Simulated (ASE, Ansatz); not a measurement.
# Convergence of a linear-scaling basis for twisted blue phosphorene bilayer, 9.43° (148 atoms)

Aim: test how closely localised support functions follow the reference on twisted blue phosphorene bilayer, 9.43° (148 atoms), and at what cost. A setting counts as converged where the r.m.s. difference of forces stays under 1 % of the r.m.s. force.

Method: Kohn-Sham DFT, PBE+D4, PAW (set soft_2), plane waves, in Ansatz 0.2.0.

## (1) The starting structure

The cell holds 148 atoms: 148 P. Cell: a = 19.951 Å, b = 19.952 Å, c = 17.960 Å, α = 90.0°, β = 90.0°, γ = 120.0°. It derives from P (blue phosphorene). Blue phosphorene (a = 3.28 Å) under blue phosphorene (a = 3.28 Å), bilayer, commensurate cell of 37 unit cells a layer, twist 9.43 deg; facing planes 3.48 Å apart; 12 Å of vacuum; layers as built, displaced by a Gaussian of 0.01 Å. Regions: layer 1, 74 atoms (74 P); layer 2, 74 atoms (74 P). Vacuum lies along c.

What the set-up can't give: Beside vacuum, support functions can miss their usual error bounds without a warning. Sampling is at Γ alone, for a cell whose shortest periodic width is 17 Å.

## (2) Plane-wave single point

This run is the reference for what follows, at a cutoff of 420 eV.

input.yaml

```yaml
crystal:
  lattice:
    - [19.9515, 0.0, 0.0]
    - [-9.97575, 17.27851, 0.0]
    - [0.0, 0.0, 17.96]
  atoms:
    - { symbol: P, position: [0.11711, 0.82841, 0.40273] }
    - { symbol: P, position: [0.12507, 0.73837, 0.33442] }
    - { symbol: P, position: [0.19717, 0.01691, 0.40186] }
    - { symbol: P, position: [0.20778, 0.92798, 0.33379] }
    - { symbol: P, position: [0.14494, 0.55938, 0.40364] }
    - { symbol: P, position: [0.15312, 0.4679, 0.33325] }
    - { symbol: P, position: [0.22594, 0.74736, 0.40239] }
    - { symbol: P, position: [0.23455, 0.65764, 0.33421] }
    - { symbol: P, position: [0.30709, 0.93754, 0.40327] }
    - { symbol: P, position: [0.31619, 0.84726, 0.33397] }
    - { symbol: P, position: [0.08958, 0.09855, 0.40284] }
    - { symbol: P, position: [0.09928, 0.00934, 0.33354] }
    - { symbol: P, position: [0.17159, 0.28927, 0.40198] }
    - { symbol: P, position: [0.17985, 0.19731, 0.3339] }
    - { symbol: P, position: [0.25214, 0.47775, 0.40273] }
    - { symbol: P, position: [0.26209, 0.38749, 0.33429] }
    - { symbol: P, position: [0.33355, 0.66658, 0.40311] }
    - { symbol: P, position: [0.34245, 0.57652, 0.33472] }
    - { symbol: P, position: [0.4153, 0.8569, 0.40323] }
    - { symbol: P, position: [0.42281, 0.76551, 0.33336] }
    - { symbol: P, position: [0.49524, 0.04475, 0.40267] }
    - { symbol: P, position: [0.50511, 0.95546, 0.33239] }
    - { symbol: P, position: [0.27904, 0.20671, 0.40408] }
    - { symbol: P, position: [0.28841, 0.11753, 0.33404] }
    - { symbol: P, position: [0.36017, 0.39683, 0.40279] }
    - { symbol: P, position: [0.36924, 0.30645, 0.33359] }
    - { symbol: P, position: [0.44084, 0.58541, 0.40237] }
    - { symbol: P, position: [0.45059, 0.49568, 0.33445] }
    - { symbol: P, position: [0.52237, 0.77496, 0.40334] }
    - { symbol: P, position: [0.53094, 0.68416, 0.33417] }
    - { symbol: P, position: [0.60318, 0.96428, 0.40286] }
    - { symbol: P, position: [0.61233, 0.87353, 0.33437] }
    [... 110 atom lines left out ...]
    - { symbol: P, position: [0.93659, 0.30587, 0.66615] }
    - { symbol: P, position: [0.92795, 0.20779, 0.59673] }
    - { symbol: P, position: [0.04506, 0.49657, 0.66572] }
    - { symbol: P, position: [0.03549, 0.39575, 0.59645] }
    - { symbol: P, position: [0.0179, 0.19841, 0.66602] }
    - { symbol: P, position: [0.00888, 0.09939, 0.59721] }
kpoints:
  mp_grid: { grid: [1, 1, 1] }
hamiltonian:
  xc: pbe
  dispersion: d4
scf:
  occupations: { method: fixed }
output:
  forces: true
  populations: true
  dos:
    method: { smearing: { sigma: 0.1 } }
    de: 0.1
    projected:
      site_lists:
        P: [P]
        layer_1: [0, 1, 2, 3, 4, 5, 6, 7, 8, 9, 10, 11, 12, 13, 14, 15, 16, 17, 18, 19, 20, 21, 22, 23, 24, 25, 26, 27, 28, 29, 30, 31, 32, 33, 34, 35, 36, 37, 38, 39, 40, 41, 42, 43, 44, 45, 46, 47, 48, 49, 50, 51, 52, 53, 54, 55, 56, 57, 58, 59, 60, 61, 62, 63, 64, 65, 66, 67, 68, 69, 70, 71, 72, 73]
        layer_2: [74, 75, 76, 77, 78, 79, 80, 81, 82, 83, 84, 85, 86, 87, 88, 89, 90, 91, 92, 93, 94, 95, 96, 97, 98, 99, 100, 101, 102, 103, 104, 105, 106, 107, 108, 109, 110, 111, 112, 113, 114, 115, 116, 117, 118, 119, 120, 121, 122, 123, 124, 125, 126, 127, 128, 129, 130, 131, 132, 133, 134, 135, 136, 137, 138, 139, 140, 141, 142, 143, 144, 145, 146, 147]
  eigenvalues: true
  write_density: true
  write_potential: true
  volumetric_format: npy
```

On the command line:

```
$ ansatz run input.yaml --threads 8 --pin off --max-ram 15872MiB --backend cpu --events-out ev --progress --plain --runs-dir out
```

The log of the run:

```text
Engine: ansatz 0.2.0, aarch64-unknown-linux-gnu
Pseudopotentials: kind: paw
Pseudopotential: P, paw, valence charge 5, recommended cutoff 420 eV (normal), P.paw.azcp
[... 5 lines on functional and potentials left out ...]
Crystal: 148 atoms, lattice volume = 6191.390 Å³
Basis set: ecut = 420 eV, 120973 PW (Γ), exchange–correlation on 270×270×250 points (8 copies of the dense FFT grid, shifted against one another)
Bands: 518, of which v1, the nominal top of the filled ones, is band 370 counted from 1 (369 counted from 0)
Symmetry: 1 space group operations
Space group: P1 (ITA 1), of the structure as read, at distance tolerance 1.8e-4 Å
k-points: 1
[... 3 lines on functional and potentials left out ...]
Initial density: superposition of atomic densities (neutral atoms: chi_scale 0, normalization atom), corrected by the library's trained network
Initial wavefunctions: pseudopotential atomic-orbital guess
Functional: x = pbe(κ = 0.804, μ = 0.219515), c = pbe(β = 0.066725)
SCF iter   1: F=—  HF=-111877.725243 eV  |F-HF|=—  |Δ(HF+E_count)|=         —  Δρ=1.81e-3  dr2=1.11e0  ethr=1.77e-3  ⟨swp⟩=7.0  Hψ=2344  notcnv=0  defer=142
preconditioner: auto → Resta (q_TF=auto, 1.915 Å⁻¹)  ε∞=3.1  [insulator: Δε(μ)=1.425 eV  Ē_g=8.793 eV  n_scr=718 (ndim 8)  ℏωp=12.8 eV  f_vac=0.448  ε∞_Penn≈3.1  vacuum switching on, ρ_ref=5.6e-3 e/Å³]
SCF iter   2: F=—  HF=-111877.614518 eV  |F-HF|=—  |Δ(HF+E_count)|=   1.11e-1  Δρ=1.29e-3  dr2=2.33e-1  ethr=1.49e-4  ⟨swp⟩=3.0  Hψ=935  notcnv=0  defer=145
SCF iter   3: F=—  HF=-111877.589202 eV  |F-HF|=—  |Δ(HF+E_count)|=   2.53e-2  Δρ=5.92e-4  dr2=5.05e-2  ethr=3.15e-5  ⟨swp⟩=3.0  Hψ=615  notcnv=0  defer=146
SCF iter   4: F=—  HF=-111877.587370 eV  |F-HF|=—  |Δ(HF+E_count)|=   1.83e-3  Δρ=2.13e-4  dr2=5.31e-3  ethr=6.82e-6  ⟨swp⟩=2.0  Hψ=595  notcnv=0  defer=146
SCF iter   5: F=—  HF=-111877.588359 eV  |F-HF|=—  |Δ(HF+E_count)|=   9.89e-4  Δρ=6.46e-5  dr2=1.39e-3  ethr=7.17e-7  ⟨swp⟩=3.0  Hψ=1043  notcnv=0  defer=146
SCF iter   6: F=—  HF=-111877.588333 eV  |F-HF|=—  |Δ(HF+E_count)|=   2.60e-5  Δρ=2.30e-5  dr2=1.12e-4  ethr=1.87e-7  ⟨swp⟩=2.0  Hψ=546  notcnv=0  defer=144
SCF iter   7: F=—  HF=-111877.588353 eV  |F-HF|=—  |Δ(HF+E_count)|=   1.93e-5  Δρ=1.03e-5  dr2=2.46e-5  ethr=1.51e-8  ⟨swp⟩=2.0  Hψ=643  notcnv=0  defer=136
SCF iter   8: F=—  HF=-111877.586840 eV  |F-HF|=—  |Δ(HF+E_count)|=   1.51e-3  Δρ=4.19e-6  dr2=2.61e-6  ethr=3.33e-9  ⟨swp⟩=2.0  Hψ=668  notcnv=0  defer=142
SCF iter   9: F=—  HF=-111877.586840 eV  |F-HF|=—  |Δ(HF+E_count)|=   4.74e-7  Δρ=1.78e-6  dr2=9.95e-7  ethr=3.52e-10  ⟨swp⟩=4.0  Hψ=1034  notcnv=0  defer=142
SCF iter  10: F=—  HF=-111877.586840 eV  |F-HF|=—  |Δ(HF+E_count)|=   1.05e-7  Δρ=8.84e-7  dr2=2.68e-7  ethr=1.35e-10  ⟨swp⟩=2.0  Hψ=546  notcnv=0  defer=142
SCF iter  11: F=-111877.586840 eV  HF=-111877.586840 eV  |F-HF|=1.72e-9  |Δ(HF+E_count)|=   2.93e-8  Δρ=2.38e-7  dr2=1.04e-8  ethr=1.35e-11  ⟨swp⟩=29.0  Hψ=6375  notcnv=0
SCF 1 converged in 11 iterations: F = -111877.586840 eV  dr2 = 1.04e-8
  greatest PAW one-centre occupation: 0.820 electrons in one spin orbital (limit 2), on the P atom at site 4 (counted from 0), in its partial waves of l = 0
WARN: The output density's exchange-correlation potential varies sharply where the density is thin. Do not read a vacuum level from v_tot or v_xc, or from such a field of the output density. On a cell that repeats whose density bears no net charge and no dipole along the vacuum's axis use v_es (v_loc + v_h of the components); [...]
SCF converged after 11 iterations
Free energy (F): -111877.586840 eV
Harris-Foulkes:  -111877.586840 eV  (|F-HF|=1.72e-9)
Internal energy: -111877.586840 eV  (E = F + TS)
E sigma→0 (E₀):  -111877.586840 eV
Fermi energy:    0.034088 eV
--- Per-component energies (eV) ---
  E_band       = -4233.953671
  E_kinetic    = 10275.727132
  E_local      = -128603.792113  (includes V_loc(G=0)·N_el)
  E_nonlocal   = 5030.723326
  E_hartree    = 59533.368762
  E_xc         = -9023.529445
  E_vxc        = -8887.979445  (∫ρ·V_xc dr)
  E_paw        = -84261.632326  (= ΣΔE_a)
  E_vpaw       = -1115.391279  (= ΣTr[D̂ρ^β])
  E_aug_tail   = 0.000485  (compensation charges beyond the density's cutoff)
  E_ewald      = 35213.416676
  E_disp       = -41.869337  (pairwise vdW)
  E_smearing   = -0.000000  (= −TS)
  E_closure    = 0.000000  (closes the sum)
  Σ components = -111877.586840   (vs F -111877.586840, Δ=0.00e0)
--- Forces (eV/Å), atoms counted from 1 ---
  atom   1  P     -0.00624321     0.08889778     0.13732877
  atom   2  P      0.28281375    -0.00046906    -0.14031040
  atom   3  P      0.09339282     0.17331596     0.16707878
  atom   4  P     -0.00144147    -0.13053979    -0.05513529
  atom   5  P      0.00512022    -0.26235511    -0.29561219
  atom   6  P     -0.06882436     0.20226131     0.10474332
  atom   7  P     -0.21385808     0.09941777    -0.02246396
  atom   8  P      0.05133806    -0.08743522    -0.15475863
  atom   9  P     -0.07247274    -0.07938625    -0.10826389
  atom  10  P     -0.08363499     0.00746451     0.04989350
  atom  11  P     -0.04774119     0.03468287     0.06903173
  atom  12  P     -0.10051582    -0.12027798    -0.10744115
  atom  13  P      0.13350814    -0.27708234     0.16326415
  atom  14  P      0.05131439     0.11252032     0.12026540
[...]
atom 147  P     -0.01296034     0.08153813    -0.08536396
  atom 148  P      0.07183938    -0.02671030    -0.03204127
  max |Σ_I F_I| component: 2.18e-6 eV/Å
--- Band table (eV) ---
  k-point 0: bands = ["-14.6674", "-14.6133", "-14.2635", "-14.2484", [... 502 levels ...], "4.0435", "4.0515", "4.2803", "4.2891", "4.2937", "4.3027", "4.3100", "4.3140", "4.3274", "4.3332", "4.3333", "4.3526"]
--- Löwdin populations: 148 sites ---
  site symbol       q [e]
     0      P      4.9215
     1      P      4.9163
     2      P      4.9227
[...]
147      P      4.9250
  spilling = 0.016170 (of n_electrons = 740.000000)
```

Run time: 1.8 min. Hardware: 8 threads of Arm Neoverse V1, shared host; peak memory 7.6 GiB.

The program notes that the exchange-correlation potential is rough where the density is thin.

The run gave:

```yaml
free_energy: -111877.5868 eV
free_energy_per_atom: -755.9296 eV/atom
scf_cycles: 11
r_m_s_force_component: 0.1315 eV/Å
longest_force: 0.4463 eV/Å
fermi_energy: 0.03409 eV
spacing_of_highest_filled_and_lowest_empty_level: 1.44 eV
potential_in_mid_vacuum_over_the_fermi_level: 5.644 eV
potential_4p5_a_over_the_upper_face: 5.643 eV
potential_4p5_a_under_the_lower_face: 5.643 eV
spilling_of_the_projection: 0.01617
```

Length of the force by element and coordination:

| element | coordination | atoms | mean length of the force (eV/Å) | spread | least | most |
| --- | --- | --- | --- | --- | --- | --- |
| P | all | 148 | 0.212 | 0.0827 | 0.0485 | 0.446 |

The mean of these charges, 0.081 e, is only the charge that the projection spills.

Löwdin charges by element and coordination (they lack the spilled electrons, 0.081 e an atom on average):

| element | coordination | atoms | mean charge (e) | spread | least | most |
| --- | --- | --- | --- | --- | --- | --- |
| P | all | 148 | 0.0808 | 0.0034 | 0.0736 | 0.0878 |

By region:

| region | atoms | mean length of the force (eV/Å) |
| --- | --- | --- |
| layer 1 | 74 | 0.201 |
| layer 2 | 74 | 0.223 |

Density of states as counts of states in windows of 1 eV (from the Fermi level), total and the larger projections:

| from (eV) | to (eV) | total | P p | layer 2 | layer 1 | P s |
| --- | --- | --- | --- | --- | --- | --- |
| -14 | -13 | 39.5 | 11.7 | 19.5 | 19.9 | 27.7 |
| -13 | -12 | 18.7 | 5.5 | 9.3 | 9.3 | 13.1 |
| -12 | -11 | 61.6 | 18.2 | 30.8 | 30.5 | 43.1 |
| -11 | -10 | 0.1 | 0.0 | 0.1 | 0.1 | 0.1 |
| -10 | -9 | 45.9 | 17.4 | 22.5 | 22.8 | 27.9 |
| -9 | -8 | 26.1 | 10.3 | 13.1 | 12.7 | 15.5 |
| -8 | -7 | 46.5 | 14.1 | 22.9 | 22.9 | 31.7 |
| -7 | -6 | 29.5 | 10.7 | 14.6 | 14.5 | 18.5 |
| -6 | -5 | 24.5 | 23.1 | 12.0 | 12.0 | 0.9 |
| -5 | -4 | 91.5 | 79.2 | 44.9 | 45.0 | 10.7 |
| -4 | -3 | 101.5 | 89.9 | 49.1 | 49.8 | 9.0 |
| -3 | -2 | 47.7 | 43.5 | 23.6 | 22.9 | 3.0 |
| -2 | -1 | 122.3 | 101.5 | 60.1 | 60.0 | 18.6 |
| -1 | 0 | 54.9 | 45.4 | 26.8 | 26.9 | 8.3 |
| 0 | 1 | 1.6 | 1.4 | 0.8 | 0.8 | 0.2 |
| 1 | 2 | 63.0 | 47.4 | 27.3 | 27.2 | 7.1 |
| 2 | 3 | 76.7 | 63.2 | 33.9 | 34.0 | 4.7 |
| 3 | 4 | 133.4 | 102.0 | 55.7 | 55.7 | 9.4 |

With fixed occupations the program's Fermi level is the highest filled level; weight inside the gap is the broadening of levels at its edges.

Between -15 and -14 eV lie 28 more states.

The levels nearest the highest filled one (over half full), pooled over k-points and spins:

| level less the highest filled one (eV) | occupation |
| --- | --- |
| -0.0585 | 2 |
| -0.0554 | 2 |
| -0.0501 | 2 |
| -0.028 | 2 |
| -0.0071 | 2 |
| 0 | 2 |
| 1.44 | 0 |
| 1.44 | 0 |
| 1.45 | 0 |
| 1.46 | 0 |
| 1.47 | 0 |
| 1.47 | 0 |

Planar average of the electrostatic potential energy along the normal, with the Fermi level as zero, after a running mean with a triangular window 4 Å wide at its base:

| height (Å) | potential energy (eV) |
| --- | --- |
| 0.0 | 5.64 |
| 0.6 | 5.64 |
| 1.0 | 5.64 |
| 1.6 | 5.64 |
| 2.0 | 5.64 |
| 2.6 | 5.61 |
| 3.0 | 5.52 |
| 3.6 | 5.05 |
| 4.0 | 4.04 |
| 4.6 | 1.68 |
| 5.0 | -0.74 |
| 5.6 | -4.52 |
| 6.2 | -7.28 |
| 6.6 | -7.91 |
| 7.2 | -6.89 |
| 7.6 | -4.73 |
| 8.2 | -1.29 |
| 8.6 | 0.34 |
| 9.2 | 0.61 |
| 9.6 | -0.62 |
| 10.2 | -3.84 |
| 10.6 | -6.29 |
| 11.2 | -7.85 |
| 11.6 | -7.62 |
| 12.2 | -5.39 |
| 12.8 | -1.66 |
| 13.2 | 0.94 |
| 13.8 | 3.56 |
| 14.2 | 4.79 |
| 14.8 | 5.46 |
| 15.2 | 5.59 |
| 15.8 | 5.63 |
| 16.2 | 5.64 |
| 16.8 | 5.64 |
| 17.2 | 5.64 |
| 17.8 | 5.64 |

Electrostatic potential energy in the ca plane at fractional y = 0.009, with atoms of P within 0.2 Å of it. With pseudopotentials it is smooth inside the atoms' cores, unlike the true potential.

Values in eV, 13 rows by 16 columns, each cell a mean:
```
  6   6   6   6   4   0 -12   1   5   2 -12  -2   5   6   6   6
  6   6   6   6   4  -6 -21  -1   4  -6 -22  -7   5   6   6   6
  6   6   6   6  -1 -25  -2   4   1 -28  -9   4   5   6   6   6
  6   6   6   6   4   0   0   4   4   2   2   4   5   6   6   6
  6   6   6   6   3  -5  -8   2   4   0 -18  -5   5   6   6   6
  6   6   6   5   3  -2  -2   3   3  -9  -8   1   5   6   6   6
  6   6   6   5   3  -4 -18   1   3  -9  -6   2   5   6   6   6
  6   6   6   6   1 -16  -4   3   4  -5  -1   3   5   6   6   6
  6   6   6   6   1 -12  -1   4   4  -4  -5   1   5   6   6   6
  6   6   6   6   4   1  -2   4   4  -1  -1   3   5   6   6   6
  6   6   6   6   4  -5 -31  -3   5   0 -24  -7   5   6   6   6
  6   6   6   6  -5 -30  -4   4   1 -27  -8   4   5   6   6   6
  6   6   6   6   3  -5   2   4   4  -3   1   4   5   6   6   6
```
Columns run along c (18.0 Å; values clipped at the 3rd and 97th percentile), rows up along a (20.0 Å). Atoms in or near the plane, at fractional coordinates: P at (0.40, 0.20), P at (0.33, 0.10), P at (0.67, 0.91), P at (0.60, 0.82).

Valence density in the ca plane at fractional y = 0.009, with atoms of P within 0.2 Å of it. It is the smooth field of the valence electrons, not physical close to the nuclei.

Ten even steps from '0' (0.00 e/Å³) to '9' (0.72 e/Å³), each cell a mean:
```
00000000000001122221000001122221000000000000
00000000000001258777310001367576200000000000
00000000000001258778410002478587200000000000
00000000000025787532100157898631000000000000
00000000000148899521000388477310000000000000
00000000000013466542100124554210000000000000
00000000000001122221000000111100000000000000
00000000000013555321000011233321000000000000
00000000000013579974200012479885200000000000
00000000000001235553100011357774100000000000
00000000000012443221000136775321000000000000
00000000000013578753100147997531000000000000
00000000000001258986310012356642100000000000
00000000000013456542100012333221000000000000
00000000000148888421000136776321000000000000
00000000000025777531000024678742100000000000
00000000000000112111000001223321000000000000
00000000000001112211000012333210000000000000
00000000000001247776310012579874100000000000
00000000000001258569410001368786200000000000
00000000000025799853100135787532000000000000
00000000000169448520000279587310000000000000
00000000000025665311000135664310000000000000
00000000000000111100000000111100000000000000
```
Columns run along c (18.0 Å), rows up along a (20.0 Å). Atoms in or near the plane, at fractional coordinates: P at (0.40, 0.20), P at (0.33, 0.10), P at (0.67, 0.91), P at (0.60, 0.82).

Löwdin charges run from +0.07 to +0.09 e, about a mean that is the spilled charge alone. The largest share in the top eV of filled states is P p (85 % of the projected weight), and in the lowest eV of empty states P p (89 % of the projected weight). The potential stands 5.64 eV above the highest filled level over the upper face and 5.64 eV under the lower one, which reads the ionisation potential at this level (an upper bound, if the band top lies off the mesh).

## (3) Distances and neighbours

These statistics describe the geometry on which the runs were made.

Normalised to the volume that the atoms fill. Pair distribution function in bins of 0.2 Å:

| r (Å) | total |
| --- | --- |
| 2.20 | 4.32 |
| 2.40 | 0.02 |
| 2.60 | 0.00 |
| 2.80 | 0.00 |
| 3.00 | 0.00 |
| 3.20 | 3.87 |
| 3.40 | 0.30 |
| 3.60 | 0.13 |
| 3.80 | 0.13 |
| 4.00 | 1.53 |
| 4.20 | 0.16 |
| 4.40 | 0.08 |
| 4.60 | 0.10 |
| 4.80 | 0.32 |
| 5.00 | 0.27 |
| 5.20 | 1.97 |
| 5.40 | 0.30 |
| 5.60 | 1.54 |
| 5.80 | 0.35 |
| 6.00 | 0.30 |
| 6.20 | 0.36 |
| 6.40 | 0.26 |
| 6.60 | 1.39 |
| 6.80 | 0.27 |
| 7.00 | 1.20 |
| 7.20 | 0.29 |
| 7.40 | 0.28 |
| 7.60 | 0.63 |

Bonds by pair of elements; cutoffs follow the first minimum of g(r), held within bounds set by covalent radii, and pairs that aren't listed don't count as bonded:

| pair A-B | cutoff (Å) | bonds | mean length (Å) | spread (Å) | shortest (Å) | B about A | A about B |
| --- | --- | --- | --- | --- | --- | --- | --- |
| P-P | 2.68 | 222 | 2.26 | 0.013 | 2.23 | 3 | 3 |

How many atoms have how many bonded neighbours:

| element | mean | 3 |
| --- | --- | --- |
| P | 3 | 148 |

Bond angles (no mean is given where the spread exceeds 20°):

| angle | count | mean (°) | spread (°) |
| --- | --- | --- | --- |
| P-P-P | 444 | 92.9 | 0.5 |

By these cutoffs all P atoms have 3 bonded neighbours. The P-P-P angle averages 93° with a spread of 0.5°.

[end of part 1 of 2]

[Long decimals in the printed logs are rounded to 6 places.]

[Logs are printed without paths, hosts, clocks, repeated set-up lines and the standing remarks that a program may print on its own settings, such as how far it seeks lower states.]

[Hosts, paths, dates, database ids (printed as entryN), source tags and the programs' standing remarks are cut or masked in the printed files.]
